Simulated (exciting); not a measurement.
# F K-edge absorption of LuSF, all-electron BSE

Aim: the F K absorption edge of LuSF with the electron–hole interaction treated explicitly, and what each term of the kernel does.

Main program and level: exciting sodium; X-ray absorption, core-level Bethe-Salpeter equation, exchange and statically screened direct term, Tamm-Dancoff, all-electron LAPW+lo LDA.

Report form: the programs' logs are mostly left out.

## Step 1: Set-up

Symmetry: R-3m, No. 166, trigonal system. The conventional cell has a = 3.975 Å, b = 3.975 Å, c = 24.629 Å, α = 90.00°, β = 90.00°, γ = 120.00°. Nearest to Lu lie 6 S at 2.70 Å. Nearest to Lu lie 6 F at 2.29 Å and 2 S at 2.68 Å. Nearest to S lie 4 Lu at 2.68 to 2.70 Å. Nearest to F lie 3 Lu at 2.29 Å and 3 F at 2.29 Å. Farther neighbours and most contacts between anions are not listed.

As a file:

```cif
data_structure
_symmetry_space_group_name_H-M 'R-3m:H'
_symmetry_Int_Tables_number 166
_cell_length_a 3.9746
_cell_length_b 3.9746
_cell_length_c 24.6290
_cell_angle_alpha 90.000
_cell_angle_beta 90.000
_cell_angle_gamma 120.000
_cell_volume 336.95
loop_
_atom_site_label
_atom_site_type_symbol
_atom_site_symmetry_multiplicity
_atom_site_Wyckoff_symbol
_atom_site_fract_x
_atom_site_fract_y
_atom_site_fract_z
_atom_site_occupancy
Lu1 Lu 3 a 0.00000 0.00000 0.00000 1
Lu2 Lu 3 b 0.66667 0.33333 0.83333 1
S1 S 6 c 0.66667 0.33333 0.94223 1
F1 F 6 c 0.00000 0.00000 0.83270 1
```

Differences between curves are given as r.m.s. difference over r.m.s. height.

## Step 2: Ground state

The species files are the program's own, with muffin-tin radii set in the input.

Input file input.xml:

```
<input>
  <title>LuSF</title>
  <structure speciespath="." autormt="false" epslat="1.0e-5">
    <crystal>
      <basevect>3.7554527268 2.1682116428 15.5140215717</basevect>
      <basevect>-3.7554527268 2.1682116428 15.5140215717</basevect>
      <basevect>0.0000000000 -4.3364232854 15.5140215717</basevect>
    </crystal>
    <species speciesfile="Lu.xml" rmt="2.240">
      <atom coord="0.0000000000 0.0000000000 0.0000000000"/>
      <atom coord="0.5000000000 0.5000000000 0.5000000000"/>
    </species>
    <species speciesfile="S.xml" rmt="2.300">
      <atom coord="0.6089000000 0.6089000000 0.6089000000"/>
      <atom coord="0.3911000000 0.3911000000 0.3911000000"/>
    </species>
    <species speciesfile="F.xml" rmt="1.966">
      <atom coord="0.8327000000 0.8327000000 0.8327000000"/>
      <atom coord="0.1673000000 0.1673000000 0.1673000000"/>
    </species>
  </structure>
  <groundstate do="fromscratch" xctype="LDA_PW" ngridk="3 3 3" rgkmax="7" gmaxvr="14" nempty="8" swidth="0.001" maxscl="100" epsengy="1e-5"/>
</input>
```

On the command line:

```sh
$ OMP_NUM_THREADS=1 mpirun -n 4 exciting
```

Wall time 75 s (4 MPI ranks of Arm Neoverse V1, shared host).

The warnings file holds hints only, no warning.

The mesh shows a gap of 2.51 eV. Core levels (Dirac, from the valence top):

| atom | level | energy (eV) |
| --- | --- | --- |
| F | 1s1/2 | -650.0 |

## Step 3: A richer basis for the empty states

Each species file gets more local orbitals, built from u and its energy derivative at 0.15 Ha and u at 0.9 Ha.

input.xml is that of step 2.

Input file SPECIES.xml, added lines:

```
<lo l="L">  <!-- L = 0, 1, 2, and 3 from Cs on -->
  <wf matchingOrder="0" trialEnergy="0.1500" searchE="false"/>
  <wf matchingOrder="1" trialEnergy="0.1500" searchE="false"/>
  <wf matchingOrder="0" trialEnergy="0.9000" searchE="false"/>
</lo>
```

On the command line:

```sh
$ OMP_NUM_THREADS=1 mpirun -n 4 exciting
```

Elapsed: 87 s, on 4 MPI ranks.

Against the first ground state the total energy moves by -12 meV an atom and the gap by 0.00 eV.

## Step 4: Screening, kernels and BSE for F atom 5

The absorber has 3 Lu at 2.29 Å and 3 F at 2.29 Å (6-fold, site symmetry 3m).

input.xml: that of step 3 with these lines changed.

```diff
@@ -21,3 +21,20 @@
   </structure>
-  <groundstate do="fromscratch" xctype="LDA_PW" ngridk="3 3 3" rgkmax="7" gmaxvr="14" nempty="8" swidth="0.001" maxscl="100" epsengy="1e-5"/>
+  <groundstate do="skip" xctype="LDA_PW" ngridk="3 3 3" rgkmax="7" gmaxvr="14" nempty="8" swidth="0.001" maxscl="100" epsengy="1e-5"/>
+  <xs xstype="BSE" ngridk="3 3 3" ngridq="3 3 3" vkloff="0.097 0.273 0.493" rgkmax="7" nempty="52" gqmax="3" lmaxapwwf="5" lmaxemat="2" broad="0.01654" tevout="true">
+    <energywindow intv="23.537 25.154" points="439"/>
+    <screening screentype="full" nempty="80"/>
+    <BSE xas="true" xasspecies="3" xasatom="1" xasedge="K" bsetype="singlet" nstlxas="1 48"/>
+    <qpointset>
+      <qpoint>0 0 0</qpoint>
+    </qpointset>
+    <plan>
+      <doonly task="xsgeneigvec"/>
+      <doonly task="writepmatxs"/>
+      <doonly task="scrgeneigvec"/>
+      <doonly task="scrwritepmat"/>
+      <doonly task="screen"/>
+      <doonly task="scrcoulint"/>
+      <doonly task="exccoulint"/>
+    </plan>
+  </xs>
 </input>
```

Input file input.xml for the last start (plan only):

```
  <plan>
    <doonly task="bse"/>
  </plan>
```

On the command line:

```sh
$ OMP_NUM_THREADS=1 mpirun -n 4 exciting
$ OMP_NUM_THREADS=4 exciting
```

It took 27 min on 4 MPI ranks.

Wall time by task: xsgeneigvec 17 s, writepmatxs 8.7 s, scrgeneigvec 13 s, scrwritepmat 7 s, screen 7.8 min, scrcoulint 10 min, exccoulint 7.9 min, bse 11 s.

The F K spectrum of F atom 5 (energy from the Kohn–Sham onset, core level to the lowest empty state found on the meshes used, 652.42 eV; the shifted mesh sets it, since it comes nearer the band minimum than the ground-state mesh; Im ε scaled to the maximum of the singlet run; cut below the end of the band set):

| E (eV) | isotropic | ε ⊥ c | ε ∥ c |
| --- | --- | --- | --- |
| -4.0 | 0.02 | 0.01 | 0.02 |
| -3.5 | 0.02 | 0.01 | 0.03 |
| -3.0 | 0.02 | 0.02 | 0.04 |
| -2.5 | 0.03 | 0.02 | 0.05 |
| -2.0 | 0.04 | 0.02 | 0.08 |
| -1.5 | 0.07 | 0.03 | 0.15 |
| -1.0 | 0.14 | 0.04 | 0.33 |
| -0.5 | 0.30 | 0.05 | 0.80 |
| 0.0 | 0.40 | 0.07 | 1.06 |
| 0.5 | 0.31 | 0.11 | 0.71 |
| 1.0 | 0.24 | 0.18 | 0.34 |
| 1.5 | 0.30 | 0.36 | 0.19 |
| 2.0 | 0.55 | 0.75 | 0.14 |
| 2.5 | 0.98 | 1.41 | 0.13 |
| 3.0 | 0.77 | 1.09 | 0.14 |
| 3.5 | 0.51 | 0.69 | 0.15 |
| 4.0 | 0.36 | 0.47 | 0.14 |
| 4.5 | 0.29 | 0.35 | 0.15 |
| 5.0 | 0.26 | 0.30 | 0.17 |
| 5.5 | 0.24 | 0.26 | 0.19 |
| 6.0 | 0.26 | 0.26 | 0.25 |
| 6.5 | 0.28 | 0.24 | 0.36 |
| 7.0 | 0.23 | 0.17 | 0.37 |
| 7.5 | 0.18 | 0.11 | 0.31 |
| 8.0 | 0.14 | 0.10 | 0.23 |
| 8.5 | 0.11 | 0.09 | 0.16 |
| 9.0 | 0.11 | 0.09 | 0.13 |
| 9.5 | 0.10 | 0.10 | 0.11 |
| 10.0 | 0.09 | 0.09 | 0.09 |
| 10.5 | 0.09 | 0.09 | 0.09 |
| 11.0 | 0.11 | 0.12 | 0.10 |
| 11.5 | 0.13 | 0.14 | 0.12 |
| 12.0 | 0.15 | 0.15 | 0.16 |
| 12.5 | 0.20 | 0.19 | 0.21 |
| 13.0 | 0.25 | 0.24 | 0.27 |
| 13.5 | 0.28 | 0.27 | 0.29 |
| 14.0 | 0.28 | 0.30 | 0.25 |
| 14.5 | 0.27 | 0.30 | 0.23 |
| 15.0 | 0.28 | 0.30 | 0.23 |
| 15.5 | 0.24 | 0.26 | 0.21 |
| 16.0 | 0.19 | 0.21 | 0.16 |
| 16.5 | 0.17 | 0.18 | 0.13 |
| 17.0 | 0.14 | 0.15 | 0.13 |
| 17.5 | 0.12 | 0.13 | 0.12 |
| 18.0 | 0.12 | 0.12 | 0.12 |
| 18.5 | 0.14 | 0.14 | 0.14 |
| 19.0 | 0.15 | 0.15 | 0.16 |
| 19.5 | 0.16 | 0.16 | 0.16 |
| 20.0 | 0.17 | 0.16 | 0.17 |
| 20.5 | 0.16 | 0.16 | 0.18 |
| 21.0 | 0.14 | 0.14 | 0.14 |

Maxima (height): 0.0 eV (0.40), 2.6 eV (1.00), 6.5 eV (0.28), 14.2 eV (0.28) and 20.3 eV (0.17).

The Hamiltonian has 2592 rows. The lowest groups of eigenvalues and the brightest ones, on the scale above. Core spinors bring spin-forbidden partners, so dark means forbidden by spin or by symmetry, and the shifted mesh splits states that symmetry would keep together:

| energy (eV) | states within 10 meV | relative strength |
| --- | --- | --- |
| -0.556 | 2 | 0.40 |
| -0.494 | 2 | 0.056 |
| -0.374 | 2 | 0.021 |
| -0.283 | 2 | 0.058 |
| -0.205 | 1 | dark |
| -0.194 | 1 | 0.95 |
| 0.236 | 2 | 0.56 |
| 2.387 | 2 | 0.39 |
| 2.433 | 2 | 0.64 |
| 2.560 | 1 | 1.00 |
| 2.581 | 2 | 0.45 |

## Step 5: Independent particles

input.xml: that of step 4 with these lines changed.

```diff
@@ -25,3 +25,3 @@
     <screening screentype="full" nempty="80"/>
-    <BSE xas="true" xasspecies="3" xasatom="1" xasedge="K" bsetype="singlet" nstlxas="1 48"/>
+    <BSE xas="true" xasspecies="3" xasatom="1" xasedge="K" bsetype="IP" nstlxas="1 48"/>
     <qpointset>
@@ -30,9 +30,3 @@
     <plan>
-      <doonly task="xsgeneigvec"/>
-      <doonly task="writepmatxs"/>
-      <doonly task="scrgeneigvec"/>
-      <doonly task="scrwritepmat"/>
-      <doonly task="screen"/>
-      <doonly task="scrcoulint"/>
-      <doonly task="exccoulint"/>
+      <doonly task="bse"/>
     </plan>
```

On the command line:

```sh
$ OMP_NUM_THREADS=4 exciting
```

It took 3 s on 4 threads.

Maxima (height): 2.2 eV (0.26), 5.8 eV (0.54), 7.7 eV (0.43) and 16.3 eV (0.34). The spectrum differs from the singlet run by 71 % r.m.s. Moving the earlier curve by +2.8 eV leaves 37 %. The highest maximum lies at 5.8 eV (0.54), against 2.6 eV (1.00).

## Step 6: Exchange alone

input.xml: that of step 5 with these lines changed.

```diff
@@ -25,3 +25,3 @@
     <screening screentype="full" nempty="80"/>
-    <BSE xas="true" xasspecies="3" xasatom="1" xasedge="K" bsetype="IP" nstlxas="1 48"/>
+    <BSE xas="true" xasspecies="3" xasatom="1" xasedge="K" bsetype="RPA" nstlxas="1 48"/>
     <qpointset>
```

On the command line:

```sh
$ OMP_NUM_THREADS=4 exciting
```

It took 12 s on 4 threads.

Maxima (height): 2.3 eV (0.26), 5.8 eV (0.53), 7.7 eV (0.43) and 16.3 eV (0.34). The spectrum differs from the independent-particle run by 2 % r.m.s.

## Step 7: Direct term alone

input.xml: that of step 6 with these lines changed.

```diff
@@ -25,3 +25,3 @@
     <screening screentype="full" nempty="80"/>
-    <BSE xas="true" xasspecies="3" xasatom="1" xasedge="K" bsetype="RPA" nstlxas="1 48"/>
+    <BSE xas="true" xasspecies="3" xasatom="1" xasedge="K" bsetype="triplet" nstlxas="1 48"/>
     <qpointset>
```

On the command line:

```sh
$ OMP_NUM_THREADS=4 exciting
```

Elapsed: 12 s, on 4 threads.

Maxima (height): -0.1 eV (0.41), 2.6 eV (1.02), 6.5 eV (0.28), 14.2 eV (0.28) and 20.3 eV (0.16). Against the singlet run the r.m.s. difference is 4 %.

## Step 8: Another input

In this try the input is made faulty on purpose, to show what that does.

input.xml: that of step 7 with these lines changed.

```diff
@@ -24,4 +24,4 @@
     <energywindow intv="23.537 25.154" points="439"/>
-    <screening screentype="full" nempty="80"/>
-    <BSE xas="true" xasspecies="3" xasatom="1" xasedge="K" bsetype="triplet" nstlxas="1 48"/>
+    <screening screentype="full" nempty="3"/>
+    <BSE xas="true" xasspecies="3" xasatom="1" xasedge="K" bsetype="singlet" nstlxas="1 48"/>
     <qpointset>
@@ -30,3 +30,6 @@
     <plan>
-      <doonly task="bse"/>
+      <doonly task="scrgeneigvec"/>
+      <doonly task="scrwritepmat"/>
+      <doonly task="screen"/>
+      <doonly task="scrcoulint"/>
     </plan>
```

Input file input.xml for the last start (plan only):

```
  <plan>
    <doonly task="bse"/>
  </plan>
```

On the command line:

```sh
$ OMP_NUM_THREADS=1 mpirun -n 4 exciting
$ OMP_NUM_THREADS=4 exciting
```

It took 12 min on 4 MPI ranks.

The input has a fault: far too few empty states in the screening. The spectrum differs from the singlet run by 114 % r.m.s. Moving the earlier curve by -2.7 eV leaves 53 %. The highest maximum lies at -0.1 eV (1.75), against 2.6 eV (1.00). The first bright state moves from -0.56 to -2.27 eV. Too few states underscreen, so the attraction is too strong.

| E (eV) | first run | this run |
| --- | --- | --- |
| -5.0 | 0.01 | 0.04 |
| -4.0 | 0.02 | 0.07 |
| -3.0 | 0.02 | 0.24 |
| -2.0 | 0.04 | 0.63 |
| -1.0 | 0.14 | 0.48 |
| 0.0 | 0.40 | 1.72 |
| 1.0 | 0.24 | 0.37 |
| 2.0 | 0.55 | 0.16 |
| 3.0 | 0.77 | 0.14 |
| 4.0 | 0.36 | 0.14 |
| 5.0 | 0.26 | 0.16 |
| 6.0 | 0.26 | 0.15 |
| 7.0 | 0.23 | 0.09 |
| 8.0 | 0.14 | 0.07 |
| 9.0 | 0.11 | 0.08 |
| 10.0 | 0.09 | 0.09 |
| 11.0 | 0.11 | 0.15 |
| 12.0 | 0.15 | 0.22 |
| 13.0 | 0.25 | 0.22 |
| 14.0 | 0.28 | 0.16 |
| 15.0 | 0.28 | 0.12 |
| 16.0 | 0.19 | 0.08 |
| 17.0 | 0.14 | 0.07 |
| 18.0 | 0.12 | 0.09 |
| 19.0 | 0.15 | 0.10 |
| 20.0 | 0.17 | 0.09 |
| 21.0 | 0.14 | 0.06 |

## Step 9: Coarser mesh

Changed against the first singlet run: k mesh from 3×3×3 to 2×2×2.

input.xml: that of step 8 with these lines changed.

```diff
@@ -22,5 +22,5 @@
   <groundstate do="skip" xctype="LDA_PW" ngridk="3 3 3" rgkmax="7" gmaxvr="14" nempty="8" swidth="0.001" maxscl="100" epsengy="1e-5"/>
-  <xs xstype="BSE" ngridk="3 3 3" ngridq="3 3 3" vkloff="0.097 0.273 0.493" rgkmax="7" nempty="52" gqmax="3" lmaxapwwf="5" lmaxemat="2" broad="0.01654" tevout="true">
+  <xs xstype="BSE" ngridk="2 2 2" ngridq="2 2 2" vkloff="0.097 0.273 0.493" rgkmax="7" nempty="52" gqmax="3" lmaxapwwf="5" lmaxemat="2" broad="0.01654" tevout="true">
     <energywindow intv="23.537 25.154" points="439"/>
-    <screening screentype="full" nempty="3"/>
+    <screening screentype="full" nempty="80"/>
     <BSE xas="true" xasspecies="3" xasatom="1" xasedge="K" bsetype="singlet" nstlxas="1 48"/>
@@ -30,2 +30,4 @@
     <plan>
+      <doonly task="xsgeneigvec"/>
+      <doonly task="writepmatxs"/>
       <doonly task="scrgeneigvec"/>
@@ -34,2 +36,3 @@
       <doonly task="scrcoulint"/>
+      <doonly task="exccoulint"/>
     </plan>
```

Input file input.xml for the last start (plan only):

```
  <plan>
    <doonly task="bse"/>
  </plan>
```

Wall time 5.2 min (4 MPI ranks).

Wall time by task: xsgeneigvec 11 s, writepmatxs 6.4 s, scrgeneigvec 6.6 s, scrwritepmat 5.9 s, screen 74 s, scrcoulint 65 s, exccoulint 2.4 min, bse 2.5 s.

These settings are cheaper. The spectrum differs from the singlet run by 12 % r.m.s. The highest maximum lies at 3.0 eV (0.78), against 2.6 eV (1.00). The first bright state moves from -0.56 to -0.39 eV. The lowest bare transition of this run lies at 0.30 eV, against 0.00. A coarse mesh samples few band energies, and it inflates the long-range part of the attraction.

| E (eV) | first run | this run |
| --- | --- | --- |
| -3.0 | 0.02 | 0.02 |
| -2.0 | 0.04 | 0.04 |
| -1.0 | 0.14 | 0.14 |
| 0.0 | 0.40 | 0.39 |
| 1.0 | 0.24 | 0.26 |
| 2.0 | 0.55 | 0.64 |
| 3.0 | 0.77 | 0.78 |
| 4.0 | 0.36 | 0.35 |
| 5.0 | 0.26 | 0.24 |
| 6.0 | 0.26 | 0.25 |
| 7.0 | 0.23 | 0.22 |
| 8.0 | 0.14 | 0.15 |
| 9.0 | 0.11 | 0.11 |
| 10.0 | 0.09 | 0.09 |
| 11.0 | 0.11 | 0.11 |
| 12.0 | 0.15 | 0.16 |
| 13.0 | 0.25 | 0.25 |
| 14.0 | 0.28 | 0.30 |
| 15.0 | 0.28 | 0.25 |
| 16.0 | 0.19 | 0.20 |
| 17.0 | 0.14 | 0.14 |
| 18.0 | 0.12 | 0.12 |
| 19.0 | 0.15 | 0.16 |
| 20.0 | 0.17 | 0.17 |
| 21.0 | 0.14 | 0.14 |

## Step 10: The levels of theory side by side

| level | curve passes 0.15 (eV) | highest maximum (eV) | its height |
| --- | --- | --- | --- |
| IP | 1.6 | 5.8 | 0.54 |
| RPA | 1.7 | 5.8 | 0.53 |
| direct only | -0.9 | 2.6 | 1.02 |
| singlet | -0.9 | 2.6 | 1.00 |

| E (eV) | IP | RPA | direct only | singlet |
| --- | --- | --- | --- | --- |
| -3.0 | 0.01 | 0.01 | 0.02 | 0.02 |
| -2.0 | 0.01 | 0.01 | 0.04 | 0.04 |
| -1.0 | 0.02 | 0.02 | 0.14 | 0.14 |
| 0.0 | 0.04 | 0.03 | 0.41 | 0.40 |
| 1.0 | 0.08 | 0.08 | 0.24 | 0.24 |
| 2.0 | 0.24 | 0.24 | 0.60 | 0.55 |
| 3.0 | 0.17 | 0.17 | 0.75 | 0.77 |
| 4.0 | 0.22 | 0.21 | 0.35 | 0.36 |
| 5.0 | 0.44 | 0.42 | 0.26 | 0.26 |
| 6.0 | 0.51 | 0.51 | 0.25 | 0.26 |
| 7.0 | 0.33 | 0.33 | 0.23 | 0.23 |
| 8.0 | 0.40 | 0.40 | 0.14 | 0.14 |
| 9.0 | 0.25 | 0.25 | 0.10 | 0.11 |
| 10.0 | 0.15 | 0.16 | 0.09 | 0.09 |
| 11.0 | 0.11 | 0.11 | 0.11 | 0.11 |
| 12.0 | 0.11 | 0.11 | 0.15 | 0.15 |
| 13.0 | 0.13 | 0.13 | 0.25 | 0.25 |
| 14.0 | 0.21 | 0.21 | 0.28 | 0.28 |
| 15.0 | 0.26 | 0.26 | 0.27 | 0.28 |
| 16.0 | 0.33 | 0.33 | 0.19 | 0.19 |
| 17.0 | 0.31 | 0.32 | 0.14 | 0.14 |
| 18.0 | 0.23 | 0.23 | 0.12 | 0.12 |
| 19.0 | 0.20 | 0.20 | 0.15 | 0.15 |
| 20.0 | 0.23 | 0.23 | 0.16 | 0.17 |
| 21.0 | 0.27 | 0.27 | 0.14 | 0.14 |

## Step 11: Results

* absorber and edge: F K, atom 5
* surroundings: 3 Lu at 2.29 Å and 3 F at 2.29 Å (6-fold, site symmetry 3m)
* first bright state: -0.56 eV from the Kohn–Sham onset, on this mesh
* highest maximum: 2.6 eV
* cost of the BSE run: 27 min on 4 MPI ranks of Arm Neoverse V1, shared host; the last task ran on as many threads

In words: Is a core exciton bound? Yes on this mesh: the first bright state (over 5 % of the brightest) lies at -0.56 eV from the Kohn–Sham onset. Exchange alone changes the independent-particle spectrum by 1.8 % r.m.s. Leaving exchange out of the full kernel changes the spectrum by 4 % r.m.s. Binding energies aren't converged on 27 k points, and fine structure above the first lines is partly noise of the mesh. Exchange and the short-range direct term aren't converged in the kernel cutoff. The zero comes from the shifted mesh, which comes near the band minimum without meeting it. The Kohn–Sham onset, 652 eV, is no photon energy: the scale needs a rigid shift. No quasiparticle correction widens the gap or stretches the bands. Vibrations and energy-dependent lifetimes are left out. The structure is a published determination, not relaxed.

[Logs are printed without paths, hosts, clocks, repeated set-up lines and the standing remarks that a program may print on its own settings, such as how far it seeks lower states.]

[Hosts, paths, dates, database ids (printed as entryN), source tags and the programs' standing remarks are cut or masked in the printed files.]
